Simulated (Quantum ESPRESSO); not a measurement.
# W (Tungsten): from the cell to the phonon bands, part 3 of 3

How does W (Tungsten) vibrate, and is this structure a minimum?

Quantum ESPRESSO 7.5; DFT LDA, scalar-relativistic, plane waves, PseudoDojo norm-conserving pseudopotentials.

So far. Step 5 (Linear response on the mesh): The acoustic modes at Γ come out as far as 0.7 cm⁻¹ from zero, where they should vanish, a small numerical error. The relaxed cell has a = 3.132 Å (conventional setting).

**7. Interpolated phonon bands (continued)**

Matdyn.x, sum rule simple. The phonon branches at the labelled points (cm⁻¹):

| point | branch 1 | branch 2 | branch 3 |
| --- | --- | --- | --- |
| Γ | 0 | 0 | 0 |
| halfway | 135 | 135 | 200 |
| H | 183 | 183 | 183 |
| halfway | 158 | 182 | 209 |
| N | 137 | 152 | 228 |
| halfway | 101 | 102 | 166 |
| Γ | 0 | 0 | 0 |
| halfway | 132 | 132 | 174 |
| P | 182 | 182 | 182 |
| halfway | 168 | 196 | 196 |
| H | 183 | 183 | 183 |
| jump to P | 182 | 182 | 182 |
| halfway | 165 | 166 | 208 |
| N | 137 | 152 | 228 |

The phonon branches as a text plot (rows in cm⁻¹):

```
    224 |                 *****                                **
    214 |       **       *     *                              *
    205 |         *     *       *                            *
    195 |      *   *   *                     **    *****    *
    186 |           ******                  *  ****     ****
    176 |     *    *  **                   *  ** *    ***  ***
    167 |         *     * **     *           *    ****       *
    157 |    *   *       *  *             *                   **
    148 |       *         ** **   *         *                  **
    138 |      *            ****         *                      *
    128 |                      **          *
    119 |   * *                 *  *
    109 |                               * *
    100 |    *                   *
     90 |                         *      *
     81 |  **
     71 |                          *   **
     62 |                           *
     52 |  *
     43 | *                            *
     33 |                           **
     24 | *
     14 |                            *
      5 |*                            *
         Γ           H       N        Γ         P        H|P    N
```

Lowest modes at the softest wavevector of the mesh; phase exp(i q.(R + tau)). Modes at q = (0.250, 0.000, 0.000):

| mode | frequency (cm⁻¹) |
| --- | --- |
| 1 | 101.4 |
| 2 | 102.1 |
| 3 | 166.2 |

Displacements in mode 1 (101.4 cm⁻¹), the largest set to 1, in the home cell:
```
W1  0.00 1.00 0.00
```

Displacements in mode 3 (166.2 cm⁻¹), the largest set to 1, in the home cell:
```
W1  1.00 0.00 1.00
```

Force constants by pair (phonopy on the run's constants); pairs near half the supercell's span include their periodic images. Pair force constants, by row:

| atom | neighbour | distance (Å) | third of the trace (eV/Å²) | along the pair's line (eV/Å²) |
| --- | --- | --- | --- | --- |
| W1 | itself | 0 | 18.88 | – |
| W1 | W | 2.712 | -1.487 | -3.641 |
| W1 | W | 3.132 | -0.9815 | -3.201 |
| W1 | W | 4.429 | -0.144 | -0.2606 |
| W1 | W | 5.194 | 0.0247 | 0.1123 |
| W1 | W | 5.425 | 0.0177 | -0.3683 |
| W1 | W | 6.264 | -0.0922 | -0.4329 |
| W1 | W | 7.003 | 0.0403 | 0.0523 |

Harmonic mean-square displacement, third of the trace. Mean-square displacements:

| T (K) | W1 U_eq (Å²) |
| --- | --- |
| 0 | 6.10e-4 |
| 100 | 8.50e-4 |
| 300 | 0.00202 |
| 600 | 0.00393 |

Mode patterns, pair constants, displacements and means over the zone were worked out by phonopy from the force constants of q2r.x.

All branches are real along the path.

**8. Density of states**

Sums over the zone need many more wavevectors than were solved, so the interpolation is sampled on a dense mesh.

matdyn.in

```
&INPUT
  asr    = 'simple'
  flfrc  = 'x.fc'
  dos    = .true.
  fldos  = 'x.dos'
  nk1    = 20
  nk2    = 20
  nk3    = 20
  deltaE = 0.3
/
```

Run with:

```
$ matdyn.x -in matdyn.in > matdyn.out
```

Numbers of over 12 decimals in the logs are rounded to 6 here.

What it wrote:

```text
[banner, memory and clock lines left out]
Program MATDYN v.7.5

 mass for atomic type   1 not given; uses mass from file x.fc
     Message from routine matdyn:
     Z* not found in file x.fc, TO-LO splitting at q=0 will be absent!

Note: The following floating-point exceptions are signalling: IEEE_UNDERFLOW_FLAG
```

The job ended after 4.2 s (1 thread of Arm Neoverse V1, shared host).

This step gave:

* share of modes beyond 3i cm⁻¹ on the dense interpolated mesh: 0
* zero-point energy per atom: 30.33 meV
* heat capacity at 300 K: 23.66 J/(mol atoms K)
* vibrational entropy at 300 K: 32.48 J/(mol atoms K)

Tetrahedra. Table of phonon density of states by wavenumber; read off at these points:

| wavenumber (cm⁻¹) | phonon density of states (1/cm⁻¹/cell) |
| --- | --- |
| 5.0 | 0 |
| 10.0 | 1.0e-5 |
| 15.0 | 3.0e-5 |
| 20.0 | 6.0e-5 |
| 25.0 | 2.3e-4 |
| 30.0 | 3.3e-4 |
| 35.0 | 4.4e-4 |
| 40.0 | 7.1e-4 |
| 45.0 | 9.1e-4 |
| 50.0 | 0.00105 |
| 55.0 | 0.00143 |
| 60.0 | 0.00167 |
| 65.0 | 0.00199 |
| 70.0 | 0.00235 |
| 75.0 | 0.00286 |
| 80.0 | 0.00323 |
| 85.0 | 0.00372 |
| 90.0 | 0.00443 |
| 95.0 | 0.00513 |
| 100.0 | 0.00585 |
| 105.0 | 0.00673 |
| 110.0 | 0.008 |
| 115.0 | 0.00921 |
| 120.0 | 0.0108 |
| 125.0 | 0.0132 |
| 130.0 | 0.0156 |
| 135.0 | 0.0203 |
| 140.0 | 0.0275 |
| 145.0 | 0.0304 |
| 150.0 | 0.0346 |
| 155.0 | 0.0394 |
| 160.0 | 0.0410 |
| 162.0 | 0.0427 |
| 165.0 | 0.0375 |
| 170.0 | 0.0320 |
| 175.0 | 0.0288 |
| 180.0 | 0.0272 |
| 185.0 | 0.0163 |
| 190.0 | 0.0117 |
| 195.0 | 0.0180 |
| 200.0 | 0.0242 |
| 205.0 | 0.0315 |
| 210.0 | 0.0385 |
| 211.5 | 0.0419 |
| 215.0 | 0.0192 |
| 220.0 | 0.0115 |
| 225.0 | 0.00547 |

Harmonic thermodynamic functions per atom, summed over the density of states scaled to three modes an atom; melting is ignored. Thermodynamic functions:

| T (K) | F_vib (meV/atom) | S (J/mol-atom/K) | C_V (J/mol-atom/K) |
| --- | --- | --- | --- |
| 0 | 30.33 | 0 | 0 |
| 50 | 30.09 | 1.986 | 5.836 |
| 100 | 27.18 | 9.582 | 16.04 |
| 200 | 9.77 | 23.15 | 22.18 |
| 300 | -19.34 | 32.48 | 23.66 |
| 400 | -56.73 | 39.37 | 24.21 |
| 500 | -100.5 | 44.81 | 24.47 |
| 600 | -149.3 | 49.28 | 24.61 |
| 700 | -202.4 | 53.08 | 24.7 |
| 800 | -259.1 | 56.38 | 24.76 |
| 900 | -319.1 | 59.3 | 24.8 |
| 1000 | -382 | 61.92 | 24.82 |

At 300 K the heat capacity has reached 95 % of the Dulong-Petit value.

**9. The dispersion under another sum rule (asr crystal)**

The sum rule corrects the force constants themselves, so it can shift branches at any wavevector, low ones most.

matdyn.in

```
&INPUT
  asr              = 'crystal'
  flfrc            = 'x.fc'
  flfrq            = 'x.freq'
  flvec            = 'x.modes'
  q_in_band_form   = .true.
  q_in_cryst_coord = .true.
/
8
  0.0000000   0.0000000   0.0000000   8  ! GAMMA
  0.5000000   0.5000000  -0.5000000   8  ! H
  0.5000000   0.0000000  -0.5000000   8  ! N
  0.0000000   0.0000000   0.0000000   8  ! GAMMA
  0.7500000   0.2500000  -0.2500000   8  ! P
  0.5000000   0.5000000  -0.5000000   1  ! H
  0.7500000   0.2500000  -0.2500000   8  ! P
  0.5000000   0.0000000  -0.5000000   1  ! N
```

Run with:

```
$ matdyn.x -in matdyn.in > matdyn.out
```

What it wrote:

```text
[banner, memory and clock lines left out]
Program MATDYN v.7.5

 mass for atomic type   1 not given; uses mass from file x.fc
 Norm of the difference between old and new effective charges:    0.000000

 Norm of the difference between old and new force-constants:   1.55452e-06

     Message from routine matdyn:
     Z* not found in file x.fc, TO-LO splitting at q=0 will be absent!
     Message from routine matdyn:
     Z* not found in file x.fc, TO-LO splitting at q=0 will be absent!

Note: The following floating-point exceptions are signalling: IEEE_UNDERFLOW_FLAG
```

It took 0.46 s on 1 thread.

At the labelled points the branches move by no more than 0.2 cm⁻¹.

**10. Summary of results**

* space group after relaxation: Im-3m
* volume per atom: 15.4 Å³
* q mesh: 4×4×4
* lowest mode on the q mesh (acoustic ones at the zone centre apart): 101.4 cm⁻¹
* zero-point energy per atom: 30.3 meV
* heat capacity at 300 K: 23.7 J/(mol atoms K)
* vibrational entropy at 300 K: 32.5 J/(mol atoms K)
* imaginary modes on the q mesh: none

**Reading.** W (Tungsten) is dynamically stable on the 4×4×4 mesh; its spectrum reaches 228 cm⁻¹. These are harmonic frequencies at zero temperature: anharmonic shifts and linewidths and thermal expansion are left out. Spin-orbit coupling is left out, which can matter for the heavy elements here. In a metal the frequencies hang on the k mesh and the smearing, most of all near Kohn anomalies.

[Host names and launcher messages were left out of these logs when they were recorded.]

[Logs are printed without paths, hosts, clocks, repeated set-up lines and the standing remarks that a program may print on its own settings, such as how far it seeks lower states.]

[Hosts, paths, dates, database ids (printed as entryN), source tags and the programs' standing remarks are cut or masked in the printed files.]
